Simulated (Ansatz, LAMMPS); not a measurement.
# Glassy 56SiO2-26Al2O3-18BaO (mol %) (114 atoms): geometry optimisation, part 2 of 3

Wanted: the relaxed structure of glassy 56SiO2-26Al2O3-18BaO (mol %) (114 atoms) and its electronic structure.

Ansatz 0.2.0; Kohn-Sham DFT, PBE, PAW (set soft_2), plane waves.

The cell: 19 Si, 18 Al, 6 Ba and 71 O. The quench rate of 20 K/ps far exceeds what a furnace or splat quench reaches. The network of bonds at the start is that of the classical potential that made the cell. The Brillouin zone is sampled at Γ only, in a cell whose shortest periodic width is 12 Å. Spin–orbit coupling is left out.

So far. Step 3 (Single point at the start): Neighbours are counted within 2.08 Å (O-Si), 2.19 Å (O-Al), 3.48 Å (O-Ba).

### Step 4. Relaxation

With the cell held, the atoms are moved downhill towards a nearby minimum.

Contents of input.yaml:

```yaml
crystal:
  lattice:
    - [11.6084, 0.0, 0.0]
    - [0.0, 11.6084, 0.0]
    - [0.0, 0.0, 11.6084]
  atoms:
    [... the 114 atom lines of step 3 ...]
kpoints:
  mp_grid: { grid: [1, 1, 1] }
hamiltonian:
  xc: pbe
scf:
  occupations: { method: fermi_dirac, width: 0.05 }
output:
  forces: true
relax:
  f_tol: 0.03
  max_steps: 200
```

Command:

```sh
> ansatz run input.yaml --threads 4 --pin off --max-ram 8192MiB --backend cpu --events-out ev --progress --plain --runs-dir out
```

Numbers of over 12 decimals in the logs are rounded to 6 here.

The log of the run:

```text
[...]
Crystal: 114 atoms, lattice volume = 1564.289 Å³
Basis set: ecut = 420 eV, 30647 PW (Γ), exchange–correlation on 160×160×160 points (8 copies of the dense FFT grid, shifted against one another)
Bands: 422, of which v1, the nominal top of the filled ones, is band 308 counted from 1 (307 counted from 0)
Symmetry: 1 space group operations
[...]
k-points: 1
[...]
SCF iter   1: F=—  HF=-97881.113127 eV  |F-HF|=—  |Δ(HF+E_count)|=         —  Δρ=1.99e-3  dr2=1.09e-1  ethr=1.77e-3  ⟨swp⟩=6.0  Hψ=2019  notcnv=0  defer=96
[...]
SCF iter   7: F=-97881.113640 eV  HF=-97881.113638 eV  |F-HF|=1.42e-6  |Δ(HF+E_count)|=   2.49e-6  Δρ=1.05e-5  dr2=2.22e-6  ethr=3.65e-9  ⟨swp⟩=4.0  Hψ=1045  notcnv=0
SCF 1 converged in 7 iterations: F = -97881.113640 eV  dr2 = 2.22e-6
[...]
relax step   1: F+E_penalty+E_count = -97881.11363953 eV  Δ(F+E_penalty+E_count) = +0.000e0 eV  max|allowed force component| = 2.573e0 eV/Å  Δτ_max = 0.0000 Å  (7 SCF iters, dr2 threshold 2.25e-5 eV, accepted)
[...]
relax step   2: F+E_penalty+E_count = -97883.39718583 eV  Δ(F+E_penalty+E_count) = -2.284e0 eV  max|allowed force component| = 2.137e0 eV/Å  Δτ_max = 0.1967 Å  (6 SCF iters, dr2 threshold 1.00e-4 eV, accepted)
[...]
relax step   3: F+E_penalty+E_count = -97884.87234238 eV  Δ(F+E_penalty+E_count) = -1.475e0 eV  max|allowed force component| = 1.255e0 eV/Å  Δτ_max = 0.1952 Å  (6 SCF iters, dr2 threshold 1.00e-4 eV, accepted)
relax step   4: F+E_penalty+E_count = -97885.28426229 eV  Δ(F+E_penalty+E_count) = -4.119e-1 eV  max|allowed force component| = 1.203e0 eV/Å  Δτ_max = 0.2000 Å  (6 SCF iters, dr2 threshold 1.00e-4 eV, accepted)
relax step   5: F+E_penalty+E_count = -97885.64708922 eV  Δ(F+E_penalty+E_count) = -3.628e-1 eV  max|allowed force component| = 3.298e-1 eV/Å  Δτ_max = 0.2000 Å  (6 SCF iters, dr2 threshold 1.00e-4 eV, accepted)
relax step   6: F+E_penalty+E_count = -97885.67086970 eV  Δ(F+E_penalty+E_count) = -2.378e-2 eV  max|allowed force component| = 2.078e-1 eV/Å  Δτ_max = 0.2000 Å  (8 SCF iters, dr2 threshold 8.17e-6 eV, accepted)
relax step   7: F+E_penalty+E_count = -97885.77932666 eV  Δ(F+E_penalty+E_count) = -1.085e-1 eV  max|allowed force component| = 7.859e-2 eV/Å  Δτ_max = 0.1349 Å  (8 SCF iters, dr2 threshold 3.24e-6 eV, accepted)
relax step   8: F+E_penalty+E_count = -97885.78422947 eV  Δ(F+E_penalty+E_count) = -4.903e-3 eV  max|allowed force component| = 6.877e-2 eV/Å  Δτ_max = 0.0366 Å  (8 SCF iters, accepted)
relax step   9: F+E_penalty+E_count = -97885.78743953 eV  Δ(F+E_penalty+E_count) = -3.210e-3 eV  max|allowed force component| = 3.532e-2 eV/Å  Δτ_max = 0.0133 Å  (7 SCF iters, accepted)
[...]
relax step  10: F+E_penalty+E_count = -97885.78834264 eV  Δ(F+E_penalty+E_count) = -9.031e-4 eV  max|allowed force component| = 1.903e-2 eV/Å  Δτ_max = 0.0048 Å  (6 SCF iters, accepted)
SCF converged after 6 iterations
Free energy (F): -97885.788343 eV
[...]
Internal energy: -97885.788343 eV  (E = F + TS)
E sigma→0 (E₀):  -97885.788343 eV
Fermi energy:    6.323058 eV
[...]
--- Forces (eV/Å), atoms counted from 1 ---
  atom   1  Si     0.00453025    -0.00677860     0.00128135
  atom   2  Si     0.00101887    -0.00709603     0.01579831
  atom   3  Si    -0.00437337     0.00351718     0.00704611
  atom   4  Si     0.00529356    -0.00199333    -0.00663463
  atom   5  Si     0.00460709     0.00019283    -0.00623432
  atom   6  Si    -0.01546163    -0.00695607    -0.00353064
  atom   7  Si    -0.00161433    -0.00294424    -0.00920060
  atom   8  Si     0.00475334     0.00908131     0.00204925
  atom   9  Si     0.00706066     0.00883030     0.00227093
  atom  10  Si    -0.01521777    -0.01351224    -0.00385727
  atom  11  Si    -0.01027709    -0.00688073    -0.01724355
  atom  12  Si    -0.00330090     0.01511661    -0.00768105
  atom  13  Si     0.00160876    -0.00621935     0.00898309
  atom  14  Si    -0.00285223     0.00693257     0.00606526
[...]
atom 113  O      0.00005357     0.00008016     0.00405230
  atom 114  O      0.00870986     0.01042620     0.00599252
  max |Σ_I F_I| component: 2.40e-4 eV/Å
--- Relaxed structure (10 steps of the walk, 10 accepted, 0 SCFs on fresh bases) ---
  F+E_penalty+E_count = -97885.78834264 eV   max|allowed force component| = 1.903e-2 eV/Å
  atoms:
    - { symbol: Si, position: [0.679283, 0.602506, 0.424452] }
    - { symbol: Si, position: [0.309755, 0.638485, 0.506820] }
    - { symbol: Si, position: [0.356882, 0.946081, 0.931118] }
    - { symbol: Si, position: [0.472350, 0.695965, 0.308669] }
[...]
- { symbol: O, position: [0.458550, 0.664270, 0.169736] }
```

The job ended after 2.6 min (4 threads of Arm Neoverse V1, shared host; peak memory 2.1 GiB).

Step by step:

```tsv
step	energy less that of the first step (eV)	largest force component (eV/Å)
1	0.0000	2.5729
2	-2.2835	2.1374
3	-3.7587	1.2550
4	-4.1706	1.2034
5	-4.5334	0.3298
6	-4.5572	0.2078
7	-4.6657	0.0786
8	-4.6706	0.0688
9	-4.6738	0.0353
10	-4.6747	0.0190
```

The atoms that moved most (Å):

```tsv
atom	dx	dy	dz	length
O90	0.422	0.010	0.089	0.432
O69	0.272	-0.142	0.229	0.382
O73	-0.115	0.080	0.256	0.292
O94	0.079	-0.238	0.100	0.270
O70	0.259	0.003	0.009	0.259
Al30	0.234	0.099	0.009	0.255
O71	0.229	-0.026	-0.102	0.253
O103	0.050	-0.037	-0.241	0.249
```

The relaxation changed the energy by -41.0 meV/atom, and atoms moved by 0.15 Å r.m.s., 0.43 Å at most.

### Step 5. Local order after relaxation

Bonds before and after, by the cutoffs listed below:

```tsv
pair	bonds before	bonds after	mean before (Å)	mean after (Å)	spread before (Å)	spread after (Å)
O-Si	76	76	1.610	1.637	0.033	0.029
O-Al	72	73	1.760	1.787	0.057	0.064
O-Ba	51	50	2.972	2.875	0.189	0.214
```

Density 3.16 g/cm³, 13.72 Å³ an atom.

g(r), total and by pair (bins of 0.2 Å):

```tsv
r (Å)	total	O-O	O-Si	O-Al	O-Ba	Si-Si	Si-Al
1.50	0.27	0.00	1.30	0.00	0.00	0.00	0.00
1.70	4.01	0.00	11.81	7.92	0.00	0.00	0.00
1.90	0.63	0.00	0.00	3.17	0.00	0.00	0.00
2.10	0.02	0.00	0.00	0.11	0.00	0.00	0.00
2.30	0.00	0.00	0.00	0.00	0.00	0.00	0.00
2.50	0.51	1.04	0.00	0.16	0.69	0.00	0.31
2.70	1.89	4.09	0.00	0.14	3.77	0.00	0.00
2.90	1.23	2.08	0.22	0.29	2.77	2.01	1.07
3.10	1.00	1.01	0.43	0.30	1.21	2.85	3.81
3.30	0.84	0.61	0.51	0.81	0.40	0.97	3.41
3.50	0.81	0.43	1.20	1.04	0.47	0.00	0.14
3.70	0.81	0.52	0.96	1.10	0.74	0.50	0.40
3.90	1.07	0.61	1.83	1.45	0.96	0.45	0.36
4.10	1.10	0.73	1.84	1.30	0.69	0.63	1.20
4.30	1.17	0.76	1.62	1.98	0.94	0.92	0.89
4.50	1.08	1.05	1.18	1.14	1.00	1.03	1.18
4.70	0.96	1.12	0.57	0.84	1.51	1.39	1.15
4.90	0.93	1.29	0.48	0.59	1.54	1.15	0.83
5.10	1.03	1.38	0.76	0.65	1.07	1.33	0.98
5.30	1.04	1.31	0.77	0.64	1.40	1.12	1.48
5.50	1.04	1.27	0.89	0.82	0.82	1.03	1.21
5.70	1.02	0.87	1.12	1.12	0.77	0.96	1.29
```

Bonds by pair of elements; cutoffs follow the first minimum of g(r), held within bounds set by covalent radii, and pairs that aren't listed don't count as bonded:

```tsv
pair A-B	cutoff (Å)	bonds	mean length (Å)	spread (Å)	shortest (Å)	B about A	A about B
O-Si	2.08	76	1.64	0.029	1.59	1.07	4
O-Al	2.27	73	1.79	0.064	1.68	1.03	4.06
O-Ba	3.43	50	2.88	0.214	2.48	0.704	8.33
```

How many atoms have how many bonded neighbours:

```tsv
element	mean	2	3	4	5	6	8	9	10
Al	4.06	0	0	17	1	0	0	0	0
Ba	8.33	0	0	0	0	1	2	2	1
O	2.80	23	39	9	0	0	0	0	0
Si	4	0	0	19	0	0	0	0	0
```

Bond angles (no mean is given where the spread exceeds 20°):

```tsv
angle	count	mean (°)	spread (°)
O-Si-O	114	109	5.9
O-Al-O	112	109	13.1
Al-O-Ba	51	100	17.4
Ba-O-Si	51	106	16.9
```

Oxygen atoms by the number of network formers (Si, P, Ge, B, Al, As, Ga) bound to them:

```tsv
network formers bound to O	O atoms	per cent
0	0	0
1	0	0
2	64	90.1
3	7	9.9
```

Network units: each former by its oxygen neighbours and how many of them bridge to another former:

```tsv
former	O neighbours	bridging O	atoms
Si	4	4	19
Al	4	4	17
Al	5	5	1
```

Bond length by coordination (bonds to H left out):

```tsv
element	coordination	atoms	mean bond length (Å)
Al	4	17	1.78
Al	5	1	1.89
Ba	6	1	2.79
Ba	8	2	2.86
Ba	9	2	2.92
Ba	10	1	2.87
O	2	23	1.67
O	3	39	2.04
O	4	9	2.33
```

Rings of the network by King's shortest-path rule, up to 12 atoms, one path for each pair of neighbours; H, halogens, alkali and alkaline-earth atoms are left out, and the last column divides by all other atoms, bonded or not:

```tsv
ring size (atoms)	rings	per network atom
4	3	0.028
6	8	0.074
8	8	0.074
10	20	0.185
12	24	0.222
```

For some of the pairs, g(r) has its first main peak near 2.7 Å (O-O), 1.6 Å (O-Si), 1.8 Å (O-Al), 2.7 Å (O-Ba), 3.1 Å (Si-Si) and 3.2 Å (Si-Al). Counting bonds as in the table, 94 % of Al atoms have 4, 33 % of Ba atoms have 8 and as many 9, 55 % of O atoms have 3 and all Si atoms have 4 bonded neighbours. The O-Si-O angle averages 109° with a spread of 6°. 90 % of the oxygens bridge two formers (Si and Al) and 0 % are non-bridging; 10 % join three. The commonest Si unit has 4 oxygens, 4 of them shared with other formers (19 of 19 atoms). Rings of 12 atoms are the most common (38 % of those counted); sizes run from 4 to 12, where the search stops.

(Part 2 of 3 ends here.)

[Logs are printed without paths, hosts, clocks, repeated set-up lines and the standing remarks that a program may print on its own settings, such as how far it seeks lower states.]

[Hosts, paths, dates, database ids (printed as entryN), source tags and the programs' standing remarks are cut or masked in the printed files.]
